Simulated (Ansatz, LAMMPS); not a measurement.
# Site preference of Se in place of S in amorphous Hg33S25Se8 (66 atoms): runs compared

At which site of amorphous Hg33S25Se8 (66 atoms) does Se in place of S cost least, and what about the site decides it?

Computed with Ansatz 0.2.0: Kohn-Sham DFT, PBE, PAW (set soft_1), plane waves.

## (1) The cell as built

The cell holds 66 atoms: 33 Hg, 25 S and 8 Se. Cell: a = 12.034 Å, b = 12.034 Å, c = 12.034 Å, α = 90.0°, β = 90.0°, γ = 90.0°. 66 atoms (33 Hg, 25 S, 8 Se) placed at random at 7.67 g/cm³, melted at 2500 K for 10 ps at fixed volume with the Stillinger-Weber II-VI potential (Zhou et al., Phys. Rev. B 88, 085309 (2013)). Quenched from 2500 K to 500 K at 100 K/ps and fixed volume, held 5 ps, then minimised at fixed cell.

What the set-up can't give: The quench rate of 100 K/ps is orders of magnitude faster than experiment, which tends to freeze in extra defects. The starting topology of bonds comes from the classical model, and needn't be the one that DFT or experiment would give. The Brillouin zone is sampled at Γ only, in a cell whose shortest periodic width is 12 Å. Spin–orbit coupling is left out, which matters for the levels of the heavy elements.

## (2) The reference run

The reference is a single point at the end of the relaxation.

Every defect cell starts from the geometry of this run and is relaxed in the fixed cell.

Its input, with most atom lines left out:

```yaml
crystal:
  lattice:
    - [12.034, 0.0, 0.0]
    - [0.0, 12.034, 0.0]
    - [0.0, 0.0, 12.034]
  atoms:
    - { symbol: Hg, position: [0.15332, 0.61658, 0.50877] }
    - { symbol: Hg, position: [0.54218, 0.13457, 0.17452] }
    - { symbol: Hg, position: [0.04642, 0.95147, 0.60303] }
    - { symbol: Hg, position: [0.02978, 0.09884, 0.32972] }
    - { symbol: Hg, position: [0.33845, 0.65591, 0.09948] }
    - { symbol: Hg, position: [0.69908, 0.25538, 0.39422] }
    - { symbol: Hg, position: [0.06974, 0.36941, 0.71151] }
    [... atom lines 8 to 66 left out ...]
kpoints:
  mp_grid: { grid: [1, 1, 1] }
hamiltonian:
  xc: pbe
  pseudopotentials: { kind: paw, azcp: { folder: soft_1 } }
scf:
  occupations: { method: fermi_dirac, width: 0.05 }
output:
  forces: true
  stress: true
  populations: true
  dos:
    method: { smearing: { sigma: 0.1 } }
    de: 0.1
    projected: { site_lists: { Hg: [Hg], S: [S], Se: [Se] } }
  eigenvalues: true
  write_density: true
  write_potential: true
  volumetric_format: npy
```

| Item | Value |
| --- | --- |
| free energy per atom | -7912.4213 eV/atom |
| r.m.s. force component | 0.01115 eV/Å |
| pressure | 2.531 GPa |

Filled and empty levels are parted by 0.994 eV (at Γ alone); a semilocal functional tends to put such gaps too low. In a disordered cell it changes from sample to sample, and tail or defect levels can set it.

## (3) The runs

Each row is one run, on 8 threads of Arm Neoverse V2, shared host. The free energy is the program's total, comparable only between runs with the same functional, potentials and atoms.

```csv
run,atoms,outcome,"ionic steps, all passes",free energy (eV),time,host memory (GiB)
Single point at the start,66,converged,-,-522205.520,18 s,2.6
Relaxation,66,converged,53,-522219.805,9.6 min,2.7
Single point at the relaxed geometry,66,converged,-,-522219.805,26 s,2.7
"Se on a site of S, site S55",66,converged,5,-526786.797,87 s,2.7
"Se on a site of S, site S54",66,converged,8,-526786.899,2.3 min,2.8
"Se on a site of S, site S37",66,converged,7,-526786.777,2 min,2.7
"Se on a site of S, site S53",66,converged,5,-526786.813,87 s,2.7
"Se on a site of S, site S43",66,converged,4,-526786.899,67 s,2.7
"Se on a site of S, site S42",66,converged,6,-526786.824,1.7 min,2.7
```

A closer look about site S43, the cheapest one, after relaxation: 10 atoms, nearest first, numbered in the order of the input, with positions taken from that point.

```csv
atom,x,y,z,distance (Å),bonds
Se43,-0.09,-0.02,0.06,0.11,3
Hg19,1.11,2.10,-0.66,2.47,2
Hg26,1.47,-2.02,0.21,2.51,2
Hg28,-0.54,-0.24,-2.70,2.76,4
S36,-2.96,1.30,1.04,3.40,3
S42,-1.32,-2.62,1.74,3.41,2
Hg14,-1.82,0.45,2.97,3.51,2
Se65,-2.50,1.51,-2.27,3.70,3
Se59,0.23,3.11,2.23,3.84,2
Hg23,2.84,-0.26,2.69,3.92,1
```

The column of bonds counts only the pairs Hg-S within 2.83 Å, Hg-Se within 2.95 Å, S-S within 2.37 Å; other neighbours, such as metal atoms beside each other in a compound, aren't counted, and periodic images can show an atom twice.

## (4) The sites compared

All these cells hold the same atoms, so their energies can be compared with no chemical potential.

```csv
site,neighbours,mean distance (Å),atoms within 6 Å,energy over the best site (eV),before relaxation (eV),gain on relaxing (eV)
S43,Hg3,2.53,33,0.00,0.00,0.14
S54,Hg3,2.46,35,0.00,0.03,0.17
S42,Hg2,2.39,33,0.08,0.09,0.16
S53,Hg2,2.40,31,0.09,0.09,0.15
S55,Hg2,2.37,31,0.10,0.13,0.17
S37,Hg3,2.52,30,0.12,0.15,0.17
```

Neighbours are those of the relaxed host within 2.83 Å (Hg-S), 2.37 Å (S-S); other pairs aren't counted.

## (5) Findings

The cheapest site is S43 (3 neighbours, Hg3); the dearest, S37 (3 neighbours, Hg3), costs 0.12 eV more. S54 lies within 0.02 eV of the cheapest, a tie at this tolerance. By coordination the energies over the best site are 0.08 to 0.10 eV with 2 neighbours and 0.00 to 0.12 eV with 3 neighbours. Relaxation gains 0.14 to 0.17 eV and leaves the best site the same.

**Limits.** Defects are neutral and interact with their images. In a disordered cell the relaxation can also rearrange atoms far from the site. Only 6 of the 25 S sites were tried; unless symmetry makes the others alike to these, a cheaper one may exist. The pressure of 2.5 GPa means that a free cell would grow at this level.

The DFT runs together took 20 min of wall time.

[Logs are printed without paths, hosts, clocks, repeated set-up lines and the standing remarks that a program may print on its own settings, such as how far it seeks lower states.]

[Hosts, paths, dates, database ids (printed as entryN), source tags and the programs' standing remarks are cut or masked in the printed files.]
